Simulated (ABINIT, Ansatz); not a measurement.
**GeBr2 (P-3m1): Raman and infrared activity**

Aim: Raman and infrared lines of GeBr2 (P-3m1).

Method: DFT LDA, scalar-relativistic, plane waves, HGH norm-conserving pseudopotentials, in ABINIT 10.8.3.

The structure was built from a prototype and need not be the compound's stable phase.

## Step 1: The starting structure

It takes space group P-3m1 (No. 164, trigonal). The conventional cell has a = 3.920 Å, b = 3.920 Å, c = 6.113 Å, α = 90.00°, β = 90.00°, γ = 120.00°. Ge has 6 Br at 2.77 Å nearest. Br has 3 Ge at 2.77 Å nearest. Farther neighbours and most contacts between anions are not listed.

Coordinates:

```cif
data_structure
_symmetry_space_group_name_H-M 'P-3m1'
_symmetry_Int_Tables_number 164
_cell_length_a 3.9197
_cell_length_b 3.9197
_cell_length_c 6.1128
_cell_angle_alpha 90.000
_cell_angle_beta 90.000
_cell_angle_gamma 120.000
_cell_volume 81.34
loop_
_atom_site_label
_atom_site_type_symbol
_atom_site_symmetry_multiplicity
_atom_site_Wyckoff_symbol
_atom_site_fract_x
_atom_site_fract_y
_atom_site_fract_z
_atom_site_occupancy
Ge1 Ge 1 a 0.00000 0.00000 0.00000 1
Br1 Br 2 d 0.33333 0.66667 0.26118 1
```

## Step 2: Relaxation

The harmonic expansion needs vanishing forces, and a free crystal bears no stress, so cell and atoms are brought to rest. Stress is more sensitive to the basis than forces are: the last 3 Ha under the cutoff are smoothed with ecutsm, and the cutoff is raised above that of the later runs.

The starting cell comes from a relaxation made beforehand in Ansatz (LDA, PseudoDojo NC).

Contents of relax.abi:

```
# relaxation
ionmov 2
optcell 2
dilatmx 1.08
ntime 40
tolmxf 1.0d-05
tolvrs 1.0d-14
prtwf 0
prtden 0
chksymtnons 0

# basis, mesh and filling
ecut 26.0
ecutsm 3.0
ixc 7
ngkpt 9 9 4
nshiftk 1
shiftk 0.0 0.0 0.0
istwfk *1
occopt 1
nband 9
nstep 100
diemac 9.0
prtebands 0
prtgsr 0

# cell and atoms
acell 7.407231012 7.407231012 11.55155669
rprim 
    1.0 0.0 0.0
    -0.5 0.8660254038 0.0
    0.0 0.0 1.0
ntypat 2
znucl 32 35
natom 3
typat 1 2 2
xred 
    0.0 0.0 0.0
    1/3 2/3 0.2611840121
    2/3 1/3 0.7388159879
pp_dirpath "./pseudo"
pseudos "Ge.hgh, Br.hgh"
```

Launch:

```bash
$ OMP_NUM_THREADS=1 mpirun -n 4 abinit relax.abi > relax.log
```

Numbers of over 12 decimals in the logs are rounded to 6 here.

relax.abo, the main output file:

```text
[banners, grids, parts of the stress and lines that vanish by symmetry left out]
- input  file    -> relax.abi
- output file    -> relax.abo
- root for input  files -> relaxi
[...]
Symmetries : space group P-3 m 1 (#164); Bravais hP (primitive hexag.)
[...]
mpw =        4406          nfft =       96000          nkpt =          43
[...]
== DATASET  1 ==================================================================
[...]
cutoff_energies: {ecut:  26.0, pawecutdg:  -1.0, }
[...]
Exchange-correlation functional for the present dataset will be:
  LDA: Perdew-Wang 92 LSD fit to Ceperley-Alder data - ixc=7
[...]
ETOT  1  -30.715233551885    -3.072E+01 9.183E-02 2.425E+03
 ETOT  2  -30.949583660016    -2.344E-01 6.693E-05 5.965E+02
 ETOT  3  -31.009012193944    -5.943E-02 1.360E-03 1.687E+01
 ETOT  4  -31.010480218612    -1.468E-03 3.177E-05 1.920E-01
 ETOT  5  -31.010493172618    -1.295E-05 8.073E-07 8.693E-02
[...]
At SCF step   12       vres2   =  3.67E-15 < tolvrs=  1.00E-14 =>converged.
[...]
sigma(1 1)=  4.57592731E-06  sigma(3 2)=  0.00000000E+00
  sigma(2 2)=  4.57592725E-06  sigma(3 1)=  0.00000000E+00
  sigma(3 3)=  4.50158788E-06  sigma(2 1)=  0.00000000E+00
[...]
convergence: {deltae: -5.755E-13, res2:  3.673E-15, residm:  3.050E-17, diffor: null, }
etotal    :  -3.10105004E+01
[...]
ETOT  1  -31.010501111070    -3.101E+01 8.272E-05 5.376E-03
[...]
At SCF step    9       vres2   =  4.11E-15 < tolvrs=  1.00E-14 =>converged.
[...]
sigma(1 1)=  3.87077030E-06  sigma(3 2)=  0.00000000E+00
  sigma(2 2)=  3.87077023E-06  sigma(3 1)=  0.00000000E+00
  sigma(3 3)=  3.75676401E-06  sigma(2 1)=  0.00000000E+00
[...]
convergence: {deltae: -1.030E-13, res2:  4.107E-15, residm:  1.120E-18, diffor: null, }
etotal    :  -3.10105015E+01
[...]
ETOT  1  -31.010494940004    -3.101E+01 6.176E-03 1.416E-01
[...]
At SCF step   10       vres2   =  8.11E-16 < tolvrs=  1.00E-14 =>converged.
[...]
sigma(1 1)=  2.49885315E-07  sigma(3 2)=  0.00000000E+00
  sigma(2 2)=  2.49885252E-07  sigma(3 1)=  0.00000000E+00
  sigma(3 3)= -4.35247618E-08  sigma(2 1)=  0.00000000E+00
[...]
convergence: {deltae:  5.933E-13, res2:  8.110E-16, residm:  2.188E-19, diffor: null, }
etotal    :  -3.10105040E+01
[...]
ETOT  1  -31.010504033868    -3.101E+01 2.704E-10 6.609E-06
[...]
At SCF step    8       vres2   =  6.37E-16 < tolvrs=  1.00E-14 =>converged.
[...]
sigma(1 1)=  2.44254692E-07  sigma(3 2)=  0.00000000E+00
  sigma(2 2)=  2.44254629E-07  sigma(3 1)=  0.00000000E+00
  sigma(3 3)= -3.14586263E-08  sigma(2 1)=  0.00000000E+00
[...]
convergence: {deltae: -2.487E-14, res2:  6.368E-16, residm:  4.955E-20, diffor: null, }
etotal    :  -3.10105040E+01
[...]
ETOT  1  -31.010503076523    -3.101E+01 1.385E-03 6.806E-03
[...]
At SCF step   10       vres2   =  7.22E-17 < tolvrs=  1.00E-14 =>converged.
[...]
sigma(1 1)= -6.89329973E-08  sigma(3 2)=  0.00000000E+00
  sigma(2 2)= -6.89330606E-08  sigma(3 1)=  0.00000000E+00
  sigma(3 3)=  1.96671559E-07  sigma(2 1)=  0.00000000E+00
[...]
convergence: {deltae: -1.350E-13, res2:  7.225E-17, residm:  6.510E-20, diffor: null, }
etotal    :  -3.10105042E+01
[...]
ETOT  1  -31.010504184226    -3.101E+01 1.708E-08 1.089E-06
[...]
At SCF step    7       vres2   =  8.94E-15 < tolvrs=  1.00E-14 =>converged.
[...]
sigma(1 1)= -7.07979702E-08  sigma(3 2)=  0.00000000E+00
  sigma(2 2)= -7.07980336E-08  sigma(3 1)=  0.00000000E+00
  sigma(3 3)=  1.90925629E-07  sigma(2 1)=  0.00000000E+00
[...]
convergence: {deltae:  3.375E-13, res2:  8.936E-15, residm:  1.139E-19, diffor: null, }
etotal    :  -3.10105042E+01
[...]
ETOT  1  -31.010503858596    -3.101E+01 2.654E-07 3.523E-03
[...]
ETOT  8  -31.010504207862     1.457E-13 5.851E-18 6.097E-13
 ETOT  9  -31.010504207862     5.294E-13 5.409E-19 4.522E-16
 At SCF step    9       vres2   =  4.52E-16 < tolvrs=  1.00E-14 =>converged.
[...]
sigma(1 1)= -3.13116540E-08  sigma(3 2)=  0.00000000E+00
  sigma(2 2)= -3.13117173E-08  sigma(3 1)=  0.00000000E+00
  sigma(3 3)= -1.55166003E-08  sigma(2 1)=  0.00000000E+00
[...]
convergence: {deltae:  5.294E-13, res2:  4.522E-16, residm:  5.409E-19, diffor: null, }
etotal    :  -3.10105042E+01
[...]
At Broyd/MD step   7, gradients are converged :
[...]
sigma(1 1)= -3.13116540E-08  sigma(3 2)=  0.00000000E+00
  sigma(2 2)= -3.13117173E-08  sigma(3 1)=  0.00000000E+00
  sigma(3 3)= -1.55166003E-08  sigma(2 1)=  0.00000000E+00
[...]
- sigma(1 1)= -9.21220665E-04  sigma(3 2)=  0.00000000E+00
- sigma(2 2)= -9.21222529E-04  sigma(3 1)=  0.00000000E+00
- sigma(3 3)= -4.56514143E-04  sigma(2 1)=  0.00000000E+00
[...]
fcart      1.2130083918E-28 -9.8046301011E-29 -7.0586078938E-23
           strten     -3.1311653973E-08 -3.1311717339E-08 -1.5516600348E-08
================================================================================

[key lines of the parts left out:]
pressure_GPa:   7.6632E-04
Total energy (etotal) [Ha]= -3.10105042078618E+01
```

It took 78 s on 4 MPI ranks of Arm Neoverse V2, shared host.

The steps of the relaxation:

| step | energy less that of the first step (eV) | largest force (eV/Å) | volume (Å³) |
| --- | --- | --- | --- |
| 1 | 0.0000 | 0.0155 | 81.34 |
| 2 | 0.0000 | 0.0124 | 81.30 |
| 3 | -0.0001 | 0.0032 | 81.13 |
| 4 | -0.0001 | 0.0031 | 81.13 |
| 5 | -0.0001 | 0.0003 | 81.09 |
| 6 | -0.0001 | 0.0003 | 81.09 |
| 7 | -0.0001 | 0.0001 | 81.07 |

| conventional cell, symmetrised | before | after | change |
| --- | --- | --- | --- |
| a (Å) | 3.920 | 3.916 | -0.1 % |
| b (Å) | 3.920 | 3.916 | -0.1 % |
| c (Å) | 6.113 | 6.106 | -0.1 % |
| volume (Å³/atom) | 27.11 | 27.02 | -0.3 % |

Final coordinates:

```cif
data_structure
_symmetry_space_group_name_H-M 'P 1'
_symmetry_Int_Tables_number 1
_cell_length_a 3.9156
_cell_length_b 3.9156
_cell_length_c 6.1057
_cell_angle_alpha 90.000
_cell_angle_beta 90.000
_cell_angle_gamma 120.000
_cell_volume 81.07
loop_
_atom_site_label
_atom_site_type_symbol
_atom_site_fract_x
_atom_site_fract_y
_atom_site_fract_z
_atom_site_occupancy
Ge1 Ge 0.00000 0.00000 0.00000 1
Br2 Br 0.33333 0.66667 0.26125 1
Br3 Br 0.66667 0.33333 0.73875 1
```

Numbers from this step:

```yaml
volume_per_atom: 27.02 Å³
pressure: 7.66e-4 GPa
```

The volume changes by -0.3 % from the cell with which this run began.

## Step 3: Ground state

First-order wavefunctions inherit every error of the ground state, hence the very tight tolvrs. The mesh is shifted off Γ, since shifted meshes converge sums over the zone faster.

Contents of gs.abi:

```
# ground state
tolvrs 1.0d-16
prtden 1
prtwf 1

# basis, mesh and filling
ecut 20.0
ixc 7
ngkpt 9 9 4
nshiftk 1
shiftk 0.0 0.0 0.5
istwfk *1
occopt 1
nband 9
nstep 100
diemac 9.0
prtebands 0
prtgsr 0

# cell and atoms
acell 7.399358601 7.399358601 11.53816544
rprim 
    1.0 0.0 0.0
    -0.5 0.8660254038 0.0
    0.0 0.0 1.0
ntypat 2
znucl 32 35
natom 3
typat 1 2 2
xred 
    0.0 0.0 0.0
    1/3 2/3 0.2612496809
    2/3 1/3 0.7387503191
pp_dirpath "./pseudo"
pseudos "Ge.hgh, Br.hgh"
```

Launch:

```bash
$ OMP_NUM_THREADS=1 mpirun -n 4 abinit gs.abi > gs.log
```

gs.abo, the main output file:

```text
[banners, grids, parts of the stress and lines that vanish by symmetry left out]
- input  file    -> gs.abi
- output file    -> gs.abo
- root for input  files -> gsi
[...]
Symmetries : space group P-3 m 1 (#164); Bravais hP (primitive hexag.)
[...]
mpw =        2357          nfft =       43200          nkpt =          38
[...]
== DATASET  1 ==================================================================
[...]
cutoff_energies: {ecut:  20.0, pawecutdg:  -1.0, }
[...]
Exchange-correlation functional for the present dataset will be:
  LDA: Perdew-Wang 92 LSD fit to Ceperley-Alder data - ixc=7
[...]
ETOT  1  -30.717746668152    -3.072E+01 3.599E-02 1.073E+03
 ETOT  2  -30.943682381898    -2.259E-01 1.193E-04 2.596E+02
 ETOT  3  -31.000692361021    -5.701E-02 1.278E-03 7.311E+00
 ETOT  4  -31.002118187332    -1.426E-03 3.014E-05 9.287E-02
 ETOT  5  -31.002130376428    -1.219E-05 7.187E-07 4.069E-02
[...]
ETOT 12  -31.002137759149    -5.649E-13 1.236E-17 2.005E-15
 ETOT 13  -31.002137759148     1.990E-13 1.089E-19 4.566E-17
 At SCF step   13       vres2   =  4.57E-17 < tolvrs=  1.00E-16 =>converged.
[...]
sigma(1 1)=  7.49668375E-05  sigma(3 2)=  0.00000000E+00
  sigma(2 2)=  7.49668374E-05  sigma(3 1)=  0.00000000E+00
  sigma(3 3)=  7.45922009E-05  sigma(2 1)=  0.00000000E+00
[...]
convergence: {deltae:  1.990E-13, res2:  4.566E-17, residm:  1.089E-19, diffor: null, }
etotal    :  -3.10021378E+01
[...]
sigma(1 1)=  7.49668375E-05  sigma(3 2)=  0.00000000E+00
  sigma(2 2)=  7.49668374E-05  sigma(3 1)=  0.00000000E+00
  sigma(3 3)=  7.45922009E-05  sigma(2 1)=  0.00000000E+00
[...]
- sigma(1 1)=  2.20560051E+00  sigma(3 2)=  0.00000000E+00
- sigma(2 2)=  2.20560051E+00  sigma(3 1)=  0.00000000E+00
- sigma(3 3)=  2.19457832E+00  sigma(2 1)=  0.00000000E+00
[...]
fcart      2.4260167837E-29  1.4006614431E-29 -0.0000000000E+00
           strten      7.4966837515E-05  7.4966837449E-05  7.4592200907E-05
================================================================================

[key lines of the parts left out:]
pressure_GPa:  -2.2019E+00
```

Run time: 7.4 s. Hardware: 4 MPI ranks.

This step gave:

```yaml
pressure: -2.202 GPa
```

The cell stands at -2.2 GPa: the relaxation ran with a smoothed and higher cutoff and on another k mesh.

## Step 4: The gap at rest

Empty bands on the ground state's density check that the gap assumed so far is there in this cell.

Contents of gap.abi:

```
# empty bands on the ground state's density
iscf -2
getden_filepath "gso_DEN"
tolwfr 1.0d-12
nbdbuf 2
prtwf 0

# basis, mesh and filling
ecut 20.0
ixc 7
ngkpt 9 9 4
nshiftk 1
shiftk 0.0 0.0 0.0
istwfk *1
occopt 1
nband 13
nstep 100
diemac 9.0
prtebands 0
prtgsr 0

# cell and atoms
acell 7.399358601 7.399358601 11.53816544
rprim 
    1.0 0.0 0.0
    -0.5 0.8660254038 0.0
    0.0 0.0 1.0
ntypat 2
znucl 32 35
natom 3
typat 1 2 2
xred 
    0.0 0.0 0.0
    1/3 2/3 0.2612496809
    2/3 1/3 0.7387503191
pp_dirpath "./pseudo"
pseudos "Ge.hgh, Br.hgh"
```

Launch:

```bash
$ OMP_NUM_THREADS=1 mpirun -n 4 abinit gap.abi > gap.log
```

gap.abo, the main output file:

```text
[banners, grids, parts of the stress and lines that vanish by symmetry left out]
- input  file    -> gap.abi
- output file    -> gap.abo
- root for input  files -> gapi
[...]
Symmetries : space group P-3 m 1 (#164); Bravais hP (primitive hexag.)
[...]
mpw =        2376          nfft =       43200          nkpt =          43
[...]
== DATASET  1 ==================================================================
[...]
cutoff_energies: {ecut:  20.0, pawecutdg:  -1.0, }
[...]
Exchange-correlation functional for the present dataset will be:
  LDA: Perdew-Wang 92 LSD fit to Ceperley-Alder data - ixc=7
[...]
-outvars: echo values of variables after computation
            acell      7.3993586010E+00  7.3993586010E+00  1.1538165440E+01 Bohr
================================================================================
```

It took 4.2 s on 4 MPI ranks; 16 s of CPU time.

Read from the output:

```yaml
gap_on_the_k_mesh: 1.823 eV
```

In this cell the gap on the mesh is 1.8 eV, direct, so fixed occupations hold.

[end of part 1 of 4]

[Host names and launcher messages were left out of these logs when they were recorded.]

[Logs are printed without paths, hosts, clocks, repeated set-up lines and the standing remarks that a program may print on its own settings, such as how far it seeks lower states.]

[Hosts, paths, dates, database ids (printed as entryN), source tags and the programs' standing remarks are cut or masked in the printed files.]
